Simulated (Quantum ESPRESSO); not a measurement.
# Collinear magnetic orders of CrSiTe3 with Quantum ESPRESSO, part 2 of 2

A self-consistent run ends on one state, which hangs on the start. Several orders of CrSiTe3 are started in Quantum ESPRESSO and their energies compared.

Quantum ESPRESSO 7.5; LDA; plane waves with GBRV 1.5 LDA potentials, no spin-orbit coupling.

So far, absolute magnetization (μB): step 2 (start 1: ferro ++) 7.52; step 3 (run 2, typed as antiferro +−) 7.13.

**4. The states side by side**

An order is kept where moments of 0.15 μB or more survive with the typed signs; meshes match where a doubled cell samples the same k points as the first cell.

Orders:

| start | final state | typed order kept | energy over the lowest (meV a seeded atom) | largest site moment (μB) | net moment (μB a cell of the first run) | mesh matched | CPU time (s) |
| --- | --- | --- | --- | --- | --- | --- | --- |
| ferro ++ | ferromagnetic | yes | 0 | 3.048 | 6 | yes | 445.7 |
| antiferro +- | antiferromagnetic | yes | 20.23 | 2.961 | 0 | yes | 494.6 |

**5. The lowest state again, with its states saved**

pw.in

```
&CONTROL
  calculation = 'scf'
  prefix = 'pwscf'
  outdir = './tmp'
  pseudo_dir = './pseudo'
  disk_io = 'low'
/
&SYSTEM
  ibrav = 0
  celldm(1) = 8
  nat = 10
  ntyp = 3
  ecutwfc = 40
  ecutrho = 280
  nbnd = 56
  occupations = 'smearing'
  smearing = 'fd'
  degauss = 0.00367493
  nspin = 2
  starting_magnetization(1) = 0.2143
  starting_magnetization(2) = 0
  starting_magnetization(3) = 0
/
&ELECTRONS
  conv_thr = 2d-08
  electron_maxstep = 150
  mixing_beta = 0.3
/
ATOMIC_SPECIES
Cr     51.9961 cr_lda_v1.5.uspp.F.UPF
Si     28.0850 si_lda_v1.uspp.F.UPF
Te    127.6000 te_lda_v1.uspp.F.UPF
CELL_PARAMETERS alat
   0.8067385939986    0.4657707444155    1.7143779670744
  -0.8067385939986    0.4657707444155    1.7143779670744
   0.0000000000000   -0.9315414888310    1.7143779670744
ATOMIC_POSITIONS crystal
Cr      0.6661873000    0.6661873000    0.6661873000
Cr      0.3338127000    0.3338127000    0.3338127000
Si      0.0522024200    0.0522024200    0.0522024200
Si      0.9477975800    0.9477975800    0.9477975800
Te      0.7211835100    0.0776504400    0.4397477900
Te      0.4397477900    0.7211835100    0.0776504400
Te      0.0776504400    0.4397477900    0.7211835100
Te      0.9223495600    0.5602522100    0.2788164900
Te      0.5602522100    0.2788164900    0.9223495600
Te      0.2788164900    0.9223495600    0.5602522100
K_POINTS automatic
4 4 4 0 0 0
```

The run is started by

```console
$ OMP_NUM_THREADS=1 mpirun -n 4 pw.x -nk 4 -in pw.in > pw.out
```

The log of the run:

```text
     [... lines left out ...]
Program PWSCF v.7.5 starts
     [... lines left out ...]
     number of atoms/cell      =           10
     [... lines left out ...]
     number of electrons       =        72.00
     number of Kohn-Sham states=           56
     kinetic-energy cutoff     =      40.0000  Ry
     charge density cutoff     =     280.0000  Ry
     scf convergence threshold =      2.0E-08
     [... lines left out ...]
      6 Sym. Ops., with inversion, found
     [... lines left out ...]
     number of k points=    14  Fermi-Dirac smearing, width (Ry)=  0.0037
     [... lines left out ...]
     iteration # 13     ecut=    40.00 Ry     beta= 0.30
     [... lines left out ...]
     Magnetic moment per site  (integrated on atomic sphere of radius R)
     atom   1 (R=0.272)  charge= 12.5567  magn=  3.0478
     atom   2 (R=0.272)  charge= 12.5567  magn=  3.0478
     atom   3 (R=0.221)  charge=  1.6310  magn=  0.0210
     atom   4 (R=0.221)  charge=  1.6310  magn=  0.0210
     atom   5 (R=0.246)  charge=  2.6908  magn= -0.0623
     atom   6 (R=0.246)  charge=  2.6908  magn= -0.0623
     atom   7 (R=0.246)  charge=  2.6908  magn= -0.0623
     atom   8 (R=0.246)  charge=  2.6908  magn= -0.0623
     atom   9 (R=0.246)  charge=  2.6908  magn= -0.0623
     atom  10 (R=0.246)  charge=  2.6908  magn= -0.0623
     [... lines left out ...]
     the Fermi energy is     5.7682 ev
!    total energy              =    -529.49736149 Ry
     estimated scf accuracy    <          5.3E-09 Ry
     smearing contrib. (-TS)   =      -0.00003918 Ry
     [... lines left out ...]
     total magnetization       =     6.00 Bohr mag/cell
     absolute magnetization    =     7.52 Bohr mag/cell
     convergence has been achieved in  13 iterations
```

Run time: 2 min. Hardware: 4 MPI ranks of Arm Neoverse V1, shared host; peak memory 1.4 GiB.

Read from the output:

* smearing term TS: 5.33e-4 eV
* magnetization: 6 μB
* absolute magnetization: 7.517 μB
* final state: ferromagnetic
* largest moment: 3.048 μB

**6. Löwdin moments**

projwfc.x projects the saved states on orthogonalised atomic orbitals of the pseudopotential files.

The log of the run:

```text
[banner, memory and clock lines left out]
Program PROJWFC v.7.5 starts

     [... lines left out ...]
     IMPORTANT: XC functional enforced from input :
     Exchange-correlation= PZ
                           (   1   1   0   0   0   0   0)
     Any further DFT definition will be discarded
     Please, verify this is what you really want

     G-vector sticks info

     negative rho (up, down):  0.000E+00 6.936E-03

     Gaussian broadening (read from input): ngauss,degauss=   0    0.010000

     Calling projwave ....

  Problem Sizes
  natomwfc =           52
  nbnd     =           56
  nkstot   =           28
  npwx     =         8473
  nkb      =          150

     Atomic states used for projection
     (read from pseudopotential files):

     state #   1: atom   1 (Cr ), wfc  1 (l=0 m= 1)
     state #   2: atom   1 (Cr ), wfc  2 (l=1 m= 1)
     state #   3: atom   1 (Cr ), wfc  2 (l=1 m= 2)
     state #   4: atom   1 (Cr ), wfc  2 (l=1 m= 3)
     state #   5: atom   1 (Cr ), wfc  3 (l=0 m= 1)
     state #   6: atom   1 (Cr ), wfc  4 (l=2 m= 1)
     state #   7: atom   1 (Cr ), wfc  4 (l=2 m= 2)
     state #   8: atom   1 (Cr ), wfc  4 (l=2 m= 3)
     state #   9: atom   1 (Cr ), wfc  4 (l=2 m= 4)
     state #  10: atom   1 (Cr ), wfc  4 (l=2 m= 5)
     state #  11: atom   2 (Cr ), wfc  1 (l=0 m= 1)
     state #  12: atom   2 (Cr ), wfc  2 (l=1 m= 1)
     state #  13: atom   2 (Cr ), wfc  2 (l=1 m= 2)
     state #  14: atom   2 (Cr ), wfc  2 (l=1 m= 3)
     state #  15: atom   2 (Cr ), wfc  3 (l=0 m= 1)
     state #  16: atom   2 (Cr ), wfc  4 (l=2 m= 1)
     state #  17: atom   2 (Cr ), wfc  4 (l=2 m= 2)
     state #  18: atom   2 (Cr ), wfc  4 (l=2 m= 3)
     state #  19: atom   2 (Cr ), wfc  4 (l=2 m= 4)
     state #  20: atom   2 (Cr ), wfc  4 (l=2 m= 5)
     state #  21: atom   3 (Si ), wfc  1 (l=0 m= 1)
     state #  22: atom   3 (Si ), wfc  2 (l=1 m= 1)
     state #  23: atom   3 (Si ), wfc  2 (l=1 m= 2)
     state #  24: atom   3 (Si ), wfc  2 (l=1 m= 3)
     state #  25: atom   4 (Si ), wfc  1 (l=0 m= 1)
     state #  26: atom   4 (Si ), wfc  2 (l=1 m= 1)
     state #  27: atom   4 (Si ), wfc  2 (l=1 m= 2)
     state #  28: atom   4 (Si ), wfc  2 (l=1 m= 3)
     state #  29: atom   5 (Te ), wfc  1 (l=0 m= 1)
     state #  30: atom   5 (Te ), wfc  2 (l=1 m= 1)
     state #  31: atom   5 (Te ), wfc  2 (l=1 m= 2)
     state #  32: atom   5 (Te ), wfc  2 (l=1 m= 3)
     state #  33: atom   6 (Te ), wfc  1 (l=0 m= 1)
     state #  34: atom   6 (Te ), wfc  2 (l=1 m= 1)
     state #  35: atom   6 (Te ), wfc  2 (l=1 m= 2)
     state #  36: atom   6 (Te ), wfc  2 (l=1 m= 3)
     state #  37: atom   7 (Te ), wfc  1 (l=0 m= 1)
     state #  38: atom   7 (Te ), wfc  2 (l=1 m= 1)
     state #  39: atom   7 (Te ), wfc  2 (l=1 m= 2)
     state #  40: atom   7 (Te ), wfc  2 (l=1 m= 3)
     state #  41: atom   8 (Te ), wfc  1 (l=0 m= 1)
     state #  42: atom   8 (Te ), wfc  2 (l=1 m= 1)
     state #  43: atom   8 (Te ), wfc  2 (l=1 m= 2)
     state #  44: atom   8 (Te ), wfc  2 (l=1 m= 3)
     state #  45: atom   9 (Te ), wfc  1 (l=0 m= 1)
     state #  46: atom   9 (Te ), wfc  2 (l=1 m= 1)
     state #  47: atom   9 (Te ), wfc  2 (l=1 m= 2)
     state #  48: atom   9 (Te ), wfc  2 (l=1 m= 3)
     state #  49: atom  10 (Te ), wfc  1 (l=0 m= 1)
     state #  50: atom  10 (Te ), wfc  2 (l=1 m= 1)
     state #  51: atom  10 (Te ), wfc  2 (l=1 m= 2)
     state #  52: atom  10 (Te ), wfc  2 (l=1 m= 3)

 [... projections of the bands left out ...]

Lowdin Charges:

     Atom #   1: total charge =  13.1331, s =  2.5670, p =  5.9979, d =  4.5682,
                 spin up      =   8.2425, s =  1.3098,
                 spin up      =   8.2425, p =  2.9994, pz=  0.9998, px=  0.9998, py=  0.9998,
                 spin up      =   8.2425, d =  3.9333, dz2=  0.9596, dxz=  0.6518, dyz=  0.6518, dx2-y2=  0.8351, dxy=  0.8351,
                 spin down    =   4.8906, s =  1.2572,
                 spin down    =   4.8906, p =  2.9985, pz=  0.9995, px=  0.9995, py=  0.9995,
[...]
spin up      =   1.9735, p =  1.3315, pz=  0.4700, px=  0.4308, py=  0.4308,
                 spin up      =   1.9735, d =  0.0000, dz2=  0.0000, dxz=  0.0000, dyz=  0.0000, dx2-y2=  0.0000, dxy=  0.0000,
                 spin down    =   1.9217, s =  0.6389,
                 spin down    =   1.9217, p =  1.2828, pz=  0.4506, px=  0.4161, py=  0.4161,
                 spin down    =   1.9217, d =  0.0000, dz2=  0.0000, dxz=  0.0000, dyz=  0.0000, dx2-y2=  0.0000, dxy=  0.0000,
                 polarization =   0.0518, s =  0.0031, p =  0.0487, d =  0.0000,
     Atom #   5: total charge =   6.1979, s =  1.8542, p =  4.3437, d =  0.0000,
                 spin up      =   3.0191, s =  0.9283,
                 spin up      =   3.0191, p =  2.0908, pz=  0.7736, px=  0.6930, py=  0.6241,
                 spin up      =   3.0191, d =  0.0000, dz2=  0.0000, dxz=  0.0000, dyz=  0.0000, dx2-y2=  0.0000, dxy=  0.0000,
                 spin down    =   3.1788, s =  0.9259,
                 spin down    =   3.1788, p =  2.2529, pz=  0.8363, px=  0.7568, py=  0.6597,
                 spin down    =   3.1788, d =  0.0000, dz2=  0.0000, dxz=  0.0000, dyz=  0.0000, dx2-y2=  0.0000, dxy=  0.0000,
                 polarization =  -0.1597, s =  0.0023, p = -0.1621, d =  0.0000,
     Atom #   6: total charge =   6.1979, s =  1.8542, p =  4.3437, d =  0.0000,
                 spin up      =   3.0191, s =  0.9283,
                 spin up      =   3.0191, p =  2.0908, pz=  0.7736, px=  0.5921, py=  0.7251,
                 spin up      =   3.0191, d =  0.0000, dz2=  0.0000, dxz=  0.0000, dyz=  0.0000, dx2-y2=  0.0000, dxy=  0.0000,
                 spin down    =   3.1788, s =  0.9259,
                 spin down    =   3.1788, p =  2.2529, pz=  0.8363, px=  0.6134, py=  0.8031,
                 spin down    =   3.1788, d =  0.0000, dz2=  0.0000, dxz=  0.0000, dyz=  0.0000, dx2-y2=  0.0000, dxy=  0.0000,
                 polarization =  -0.1597, s =  0.0023, p = -0.1621, d =  0.0000,
     Atom #   7: total charge =   6.1979, s =  1.8542, p =  4.3437, d =  0.0000,
                 spin up      =   3.0191, s =  0.9283,
                 spin up      =   3.0191, p =  2.0908, pz=  0.7736, px=  0.6906, py=  0.6265,
                 spin up      =   3.0191, d =  0.0000, dz2=  0.0000, dxz=  0.0000, dyz=  0.0000, dx2-y2=  0.0000, dxy=  0.0000,
                 spin down    =   3.1788, s =  0.9259,
                 spin down    =   3.1788, p =  2.2529, pz=  0.8363, px=  0.7546, py=  0.6619,
                 spin down    =   3.1788, d =  0.0000, dz2=  0.0000, dxz=  0.0000, dyz=  0.0000, dx2-y2=  0.0000, dxy=  0.0000,
                 polarization =  -0.1597, s =  0.0023, p = -0.1621, d =  0.0000,
     Atom #   8: total charge =   6.1979, s =  1.8542, p =  4.3437, d =  0.0000,
                 spin up      =   3.0191, s =  0.9283,
                 spin up      =   3.0191, p =  2.0908, pz=  0.7736, px=  0.6906, py=  0.6265,
                 spin up      =   3.0191, d =  0.0000, dz2=  0.0000, dxz=  0.0000, dyz=  0.0000, dx2-y2=  0.0000, dxy=  0.0000,
                 spin down    =   3.1788, s =  0.9259,
                 spin down    =   3.1788, p =  2.2529, pz=  0.8363, px=  0.7546, py=  0.6619,
                 spin down    =   3.1788, d =  0.0000, dz2=  0.0000, dxz=  0.0000, dyz=  0.0000, dx2-y2=  0.0000, dxy=  0.0000,
                 polarization =  -0.1597, s =  0.0023, p = -0.1621, d =  0.0000,
     Atom #   9: total charge =   6.1979, s =  1.8542, p =  4.3437, d =  0.0000,
                 spin up      =   3.0191, s =  0.9283,
                 spin up      =   3.0191, p =  2.0908, pz=  0.7736, px=  0.5921, py=  0.7251,
                 spin up      =   3.0191, d =  0.0000, dz2=  0.0000, dxz=  0.0000, dyz=  0.0000, dx2-y2=  0.0000, dxy=  0.0000,
                 spin down    =   3.1788, s =  0.9259,
                 spin down    =   3.1788, p =  2.2529, pz=  0.8363, px=  0.6134, py=  0.8031,
                 spin down    =   3.1788, d =  0.0000, dz2=  0.0000, dxz=  0.0000, dyz=  0.0000, dx2-y2=  0.0000, dxy=  0.0000,
                 polarization =  -0.1597, s =  0.0023, p = -0.1621, d =  0.0000,
     Atom #  10: total charge =   6.1979, s =  1.8542, p =  4.3437, d =  0.0000,
                 spin up      =   3.0191, s =  0.9283,
                 spin up      =   3.0191, p =  2.0908, pz=  0.7736, px=  0.6930, py=  0.6241,
                 spin up      =   3.0191, d =  0.0000, dz2=  0.0000, dxz=  0.0000, dyz=  0.0000, dx2-y2=  0.0000, dxy=  0.0000,
                 spin down    =   3.1788, s =  0.9259,
                 spin down    =   3.1788, p =  2.2529, pz=  0.8363, px=  0.7568, py=  0.6597,
                 spin down    =   3.1788, d =  0.0000, dz2=  0.0000, dxz=  0.0000, dyz=  0.0000, dx2-y2=  0.0000, dxy=  0.0000,
                 polarization =  -0.1597, s =  0.0023, p = -0.1621, d =  0.0000,
     Spilling Parameter:   0.0105
```

It took 2.9 s on 4 MPI ranks; peak memory 0.56 GiB; 12 s of CPU time.

| atom | moment in the sphere (μB) | Löwdin moment (μB) | Löwdin charge (e) |
| --- | --- | --- | --- |
| Cr1 | 3.048 | 3.352 | 13.133 |
| Cr2 | 3.048 | 3.352 | 13.133 |
| Si3 | 0.021 | 0.052 | 3.895 |
| Si4 | 0.021 | 0.052 | 3.895 |
| Te5 | -0.062 | -0.160 | 6.198 |
| Te6 | -0.062 | -0.160 | 6.198 |
| Te7 | -0.062 | -0.160 | 6.198 |
| Te8 | -0.062 | -0.160 | 6.198 |
| Te9 | -0.062 | -0.160 | 6.198 |
| Te10 | -0.062 | -0.160 | 6.198 |

**7. Outcome**

| Item | Value |
| --- | --- |
| lowest state found | ferromagnetic (from ferro ++) |
| largest site moment | 3.05 μB |
| next state with moments | antiferromagnetic, 20.2 meV a seeded atom higher |

In words: The largest moment reads 3.05 μB in the sphere and 3.35 μB by Löwdin projection; a site moment hangs on how space is shared out. This is the lowest of 2 collinear or spinless starts, no proof of the ground state.

[Logs and program files are shortened in this print: banners, set-up blocks, solver, clock and traceback lines can be left out without a mark of their own.]

[Logs are printed without paths, hosts, clocks, repeated set-up lines and the standing remarks that a program may print on its own settings, such as how far it seeks lower states.]

[Hosts, paths, dates, database ids (printed as entryN), source tags and the programs' standing remarks are cut or masked in the printed files.]

[Where a cell is said to come from a database of computed structures, the database is the Materials Project.]
